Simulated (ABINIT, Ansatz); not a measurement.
## BiOCl (P4/nmm): G0W0 on several meshes in ABINIT

Wanted: mesh dependence and cost of G0W0 for BiOCl (P4/nmm).

Main program and level: ABINIT 10.8.3; PBEsol and many-body steps on it, plane waves.

Most raw output is cut from this account.

## 1. The structure

The structure is tetragonal, space group P4/nmm (No. 129). The conventional cell has a = 3.886 Å, b = 3.886 Å, c = 7.349 Å, α = 90.00°, β = 90.00°, γ = 90.00°. Nearest to Bi lie 4 O at 2.31 Å and 4 Cl at 3.06 Å. Nearest to Cl lie 4 Bi at 3.06 Å. O has 4 Bi at 2.31 Å nearest. Farther neighbours and most contacts between anions are not listed.

The cell and positions come from the Crystallography Open Database and are kept as given unless a step says otherwise. Spin-orbit coupling is left out unless a step names it.

## 2. Empty states on the mesh, 4×4×2 mesh, 360 bands

This step: ABINIT 10.8.3; DFT, PBEsol, plane waves, norm-conserving pseudopotentials.

The sums over transitions need many empty states on a uniform mesh; this step solves for them.

The input, run.abi:

```
acell 3*1.0 Angstrom
rprim 
  3.885510000000 0.000000000000 0.000000000000
  0.000000000000 3.885510000000 0.000000000000
  0.000000000000 0.000000000000 7.348900000000
ntypat 3
znucl 83 17 8
natom 6
typat 1 1 2 2 3 3
xred 
  0.500000000000 0.000000000000 0.329040000000
  0.000000000000 0.500000000000 0.670960000000
  0.000000000000 0.500000000000 0.147200000000
  0.500000000000 0.000000000000 0.852800000000
  0.000000000000 0.000000000000 0.500000000000
  0.500000000000 0.500000000000 0.500000000000
pp_dirpath "pseudos"
pseudos "Bi.upf, Cl.upf, O.upf"
ecut 42
ngkpt 4 4 2
nshiftk 1
shiftk 0 0 0
kptopt 1
chksymbreak 0
iscf -2
irdden 1
istwfk *1
nband 360
nbdbuf 32
tolwfr 1e-09
nstep 60
prtvol 0
indata_prefix "in"
outdata_prefix "out"
tmpdata_prefix "tmp"
```

Started as:

```bash
$ OMP_NUM_THREADS=1 mpirun -n 4 abinit run.abi > log
```

Wall time 9.2 min (4 MPI ranks of AMD EPYC 9R45, shared host); peak memory 1.1 GiB.

Numbers from this step:

| Quantity | Value |
| --- | --- |
| gap | 2.623 eV |
| k of the valence top | 0.5, 0, 0.5 |
| k of the conduction bottom | 0, 0, 0.5 |
| least direct gap | 2.927 eV |
| k points computed | 12 |
| lowest point of the top converged band, above the valence top | 99.5387 eV |

On this mesh the gap is 2.623 eV.

The density comes from a self-consistent run that is not shown.

## 3. Screening, 4×4×2 mesh, 155 bands, screening to 141.5 eV

The RPA dielectric matrix is built and inverted for each q.

This step: RPA screening on PBEsol, plane waves, norm-conserving pseudopotentials.

run.abi, as its differences from that of step 2:

```diff
@@ -24,10 +24,11 @@
 chksymbreak 0
-iscf -2
-irdden 1
 istwfk *1
-nband 360
-nbdbuf 32
-tolwfr 1e-09
-nstep 60
-prtvol 0
+occopt 1
+irdwfk 1
+optdriver 3
+nband 155
+ecuteps 5.2
+inclvkb 2
+awtr 1
+symchi 1
 indata_prefix "in"
```

The job ended after 2.9 min (4 MPI ranks; peak memory 3.6 GiB).

This step gave:

```
ε∞ with local fields, on this mesh, along the program's q direction : 6.028
the same without local fields                                       : 6.902
plasma frequency                                                    : 29.91 eV
plane waves in the screening matrix                                 : 427
```

Local fields lower ε∞ by 13 %. On a Γ-centred mesh this coarse the value itself is usually too large, while a short band sum pulls it down.

## 4. 4×4×2

The self-energy is evaluated for the states that the input lists, and the levels follow from it, in one-shot runs by the linearised quasiparticle equation.

This step: G0W0 on PBEsol, plane waves, norm-conserving pseudopotentials.

run.abi, as its differences from that of step 3:

```diff
@@ -27,8 +27,19 @@
 irdwfk 1
-optdriver 3
+optdriver 4
 nband 155
+gwcalctyp 0
+ecutsigx 42
+symsigma 1
+nkptgw 3
+kptgw 
+  0.5000000000 0.0000000000 0.5000000000
+  0.0000000000 0.0000000000 0.5000000000
+  0.0000000000 0.0000000000 0.0000000000
+bdgw 
+  35 38
+  35 38
+  35 38
 ecuteps 5.2
-inclvkb 2
-awtr 1
-symchi 1
+irdscr 1
+ppmodel 1
 indata_prefix "in"
```

Run time: 45 s. Hardware: 4 MPI ranks; peak memory 2.9 GiB; 3 min of CPU time.

Numbers from this step:

```
G0W0 gap on the points computed              : 3.773 eV
starting gap on the mesh                     : 2.623 eV
k of the valence top                         : 0.5, 0, 0.5
k of the conduction bottom                   : 0, 0, 0.5
Z at the valence top                         : 0.793
Z at the conduction bottom                   : 0.834
least direct G0W0 gap on the computed points : 3.784 eV
```

The gap on the mesh goes from 2.62 eV to 3.77 eV, a correction of +1.15 eV.

## 5. Empty states on the mesh, 2×2×2 mesh, 169 bands

This step: DFT, PBEsol, plane waves, norm-conserving pseudopotentials.

run.abi, as its differences from that of step 4:

```diff
@@ -19,3 +19,3 @@
 ecut 42
-ngkpt 4 4 2
+ngkpt 2 2 2
 nshiftk 1
@@ -24,22 +24,10 @@
 chksymbreak 0
+iscf -2
+irdden 1
 istwfk *1
-occopt 1
-irdwfk 1
-optdriver 4
-nband 155
-gwcalctyp 0
-ecutsigx 42
-symsigma 1
-nkptgw 3
-kptgw 
-  0.5000000000 0.0000000000 0.5000000000
-  0.0000000000 0.0000000000 0.5000000000
-  0.0000000000 0.0000000000 0.0000000000
-bdgw 
-  35 38
-  35 38
-  35 38
-ecuteps 5.2
-irdscr 1
-ppmodel 1
+nband 169
+nbdbuf 14
+tolwfr 1e-09
+nstep 60
+prtvol 0
 indata_prefix "in"
```

Run time: 1.9 min. Hardware: 4 MPI ranks; peak memory 0.56 GiB; 7.6 min of CPU time.

This step gave:

```
gap                                                           : 2.623 eV
k of the valence top                                          : 0.5, 0, 0.5
k of the conduction bottom                                    : 0, 0, 0.5
least direct gap                                              : 2.927 eV
k points computed                                             : 6
lowest point of the top converged band, above the valence top : 51.6301 eV
```

On this mesh the gap is 2.623 eV.

## 6. Screening, 2×2×2 mesh, 155 bands, screening to 141.5 eV

This step: RPA screening on PBEsol, plane waves, norm-conserving pseudopotentials.

run.abi, as its differences from that of step 5:

```diff
@@ -24,10 +24,11 @@
 chksymbreak 0
-iscf -2
-irdden 1
 istwfk *1
-nband 169
-nbdbuf 14
-tolwfr 1e-09
-nstep 60
-prtvol 0
+occopt 1
+irdwfk 1
+optdriver 3
+nband 155
+ecuteps 5.2
+inclvkb 2
+awtr 1
+symchi 1
 indata_prefix "in"
```

Elapsed: 52 s, on 4 MPI ranks; peak memory 2.1 GiB; 3.5 min of CPU time.

This step gave:

```yaml
eps_infinity_with_local_fields_on_this_mesh_along_the_program_s_q_direction: 6.949
the_same_without_local_fields: 7.853
plasma_frequency: 29.91 eV
plane_waves_in_the_screening_matrix: 427
```

## 7. 2×2×2

This step: G0W0 on PBEsol, plane waves, norm-conserving pseudopotentials.

run.abi, as its differences from that of step 6:

```diff
@@ -27,8 +27,19 @@
 irdwfk 1
-optdriver 3
+optdriver 4
 nband 155
+gwcalctyp 0
+ecutsigx 42
+symsigma 1
+nkptgw 3
+kptgw 
+  0.5000000000 0.0000000000 0.5000000000
+  0.0000000000 0.0000000000 0.5000000000
+  0.0000000000 0.0000000000 0.0000000000
+bdgw 
+  35 38
+  35 38
+  35 38
 ecuteps 5.2
-inclvkb 2
-awtr 1
-symchi 1
+irdscr 1
+ppmodel 1
 indata_prefix "in"
```

Run time: 25 s. Hardware: 4 MPI ranks; peak memory 1.6 GiB; 98 s of CPU time.

Numbers from this step:

```yaml
g0w0_gap_on_the_points_computed: 3.717 eV
starting_gap_on_the_mesh: 2.623 eV
k_of_the_valence_top: 0, 0, 0.5
k_of_the_conduction_bottom: 0, 0, 0.5
z_at_the_valence_top: 0.784
z_at_the_conduction_bottom: 0.84
least_direct_g0w0_gap_on_the_computed_points: 3.717 eV
```

Against G0W0 in ABINIT (4×4×2 mesh, 155 bands, screening to 141.5 eV, Godby-Needs plasmon pole), the gap moves by −0.056 eV.

## 8. Empty states on the mesh, 4×4×4 mesh, 169 bands

This step: DFT, PBEsol, plane waves, norm-conserving pseudopotentials.

run.abi, as its differences from that of step 7:

```diff
@@ -19,3 +19,3 @@
 ecut 42
-ngkpt 2 2 2
+ngkpt 4 4 4
 nshiftk 1
@@ -24,22 +24,10 @@
 chksymbreak 0
+iscf -2
+irdden 1
 istwfk *1
-occopt 1
-irdwfk 1
-optdriver 4
-nband 155
-gwcalctyp 0
-ecutsigx 42
-symsigma 1
-nkptgw 3
-kptgw 
-  0.5000000000 0.0000000000 0.5000000000
-  0.0000000000 0.0000000000 0.5000000000
-  0.0000000000 0.0000000000 0.0000000000
-bdgw 
-  35 38
-  35 38
-  35 38
-ecuteps 5.2
-irdscr 1
-ppmodel 1
+nband 169
+nbdbuf 14
+tolwfr 1e-09
+nstep 60
+prtvol 0
 indata_prefix "in"
```

Elapsed: 4.8 min, on 4 MPI ranks; peak memory 0.88 GiB; 19 min of CPU time.

This step gave:

```
gap                                                           : 2.623 eV
k of the valence top                                          : 0.5, 0, 0.5
k of the conduction bottom                                    : 0, 0, 0.5
least direct gap                                              : 2.927 eV
k points computed                                             : 18
lowest point of the top converged band, above the valence top : 51.6301 eV
```

On this mesh the gap is 2.623 eV.

## 9. Screening, 4×4×4 mesh, 155 bands, screening to 141.5 eV

This step: RPA screening on PBEsol, plane waves, norm-conserving pseudopotentials.

run.abi, as its differences from that of step 8:

```diff
@@ -24,10 +24,11 @@
 chksymbreak 0
-iscf -2
-irdden 1
 istwfk *1
-nband 169
-nbdbuf 14
-tolwfr 1e-09
-nstep 60
-prtvol 0
+occopt 1
+irdwfk 1
+optdriver 3
+nband 155
+ecuteps 5.2
+inclvkb 2
+awtr 1
+symchi 1
 indata_prefix "in"
```

Wall time 7.7 min (4 MPI ranks); peak memory 5.2 GiB; 31 min of CPU time.

Numbers from this step:

- ε∞ with local fields, on this mesh, along the program's q direction: 5.982
- the same without local fields: 6.852
- plasma frequency: 29.91 eV
- plane waves in the screening matrix: 427

## 10. 4×4×4

This step: G0W0 on PBEsol, plane waves, norm-conserving pseudopotentials.

run.abi, as its differences from that of step 9:

```diff
@@ -27,8 +27,19 @@
 irdwfk 1
-optdriver 3
+optdriver 4
 nband 155
+gwcalctyp 0
+ecutsigx 42
+symsigma 1
+nkptgw 3
+kptgw 
+  0.5000000000 0.0000000000 0.5000000000
+  0.0000000000 0.0000000000 0.5000000000
+  0.0000000000 0.0000000000 0.0000000000
+bdgw 
+  35 38
+  35 38
+  35 38
 ecuteps 5.2
-inclvkb 2
-awtr 1
-symchi 1
+irdscr 1
+ppmodel 1
 indata_prefix "in"
```

The job ended after 65 s (4 MPI ranks; peak memory 4 GiB).

Numbers from this step:

```yaml
g0w0_gap_on_the_points_computed: 3.792 eV
starting_gap_on_the_mesh: 2.623 eV
k_of_the_valence_top: 0.5, 0, 0.5
k_of_the_conduction_bottom: 0, 0, 0.5
least_direct_g0w0_gap_on_the_computed_points: 3.796 eV
```

Against G0W0 in ABINIT (4×4×2 mesh, 155 bands, screening to 141.5 eV, Godby-Needs plasmon pole), the gap moves by +0.019 eV.

## 11. Side by side

Times are wall times on 4 MPI ranks of AMD EPYC 9R45, shared host, good to a factor of about two. A run's time includes the screening step that it read.

```csv
run,mesh,bands,screening cutoff (eV),DFT gap (eV),gap on the mesh (eV),direct (eV),ε∞ used,time
4×4×2,4×4×2,155,141.5,2.623,3.773,3.784,6.03,3.6 min
2×2×2,2×2×2,155,141.5,2.623,3.717,3.717,6.95,77 s
4×4×4,4×4×4,155,141.5,2.623,3.792,3.796,5.98,8.8 min
```

## 12. What came out

```yaml
4x4x2: 3.773 eV
2x2x2: 3.717 eV
4x4x4: 3.792 eV
known_limits: not at the basis limit; no spin-orbit coupling; coarse k mesh
```

What this shows: 2×2×2: −0.056 eV against 4×4×2. 4×4×4: +0.019 eV against 4×4×2. Bands and cutoff are finite, so the gap is not at the basis limit. The miss can reach some tenths of an eV and take either sign; the mesh is an error of its own. In the G0W0 runs levels were corrected at 3 k points alone, so a gap called «on the mesh» is the least over those, and an edge elsewhere would be missed. A denser mesh or path gives a starting gap of 2.55 eV: the GW mesh misses a band edge, so its gaps are not the fundamental one. The 4×4×2 mesh is coarse for this cell, which bears on the long-range parts of exchange and screening. Where an edge is built on 6p states of lead, bismuth or thallium, scalar-relativistic gaps usually stand too wide, by a few tenths to over one eV. The many-body steps are scalar-relativistic: spin-orbit coupling is not in them.

[Paths, hosts, dates, memory and timing lines, banners, echoed tables and standing remarks are left out of the program output.]

[Logs are printed without paths, hosts, clocks, repeated set-up lines and the standing remarks that a program may print on its own settings, such as how far it seeks lower states.]

[Runs of the session that timed out or met a known fault of the program may be left out.]

[Hosts, paths, dates, database ids (printed as entryN), source tags and the programs' standing remarks are cut or masked in the printed files.]

[G0W0 gaps are taken among the corrected bands and points alone; a level outside them can change the order at an edge.]

[Where Ansatz stands beside ABINIT at settings called matched, ABINIT's density can come from a denser mesh and the files from another edition; pairs whose starting gaps differed by over 0.03 eV were left out, so agreement reads better than it is.]
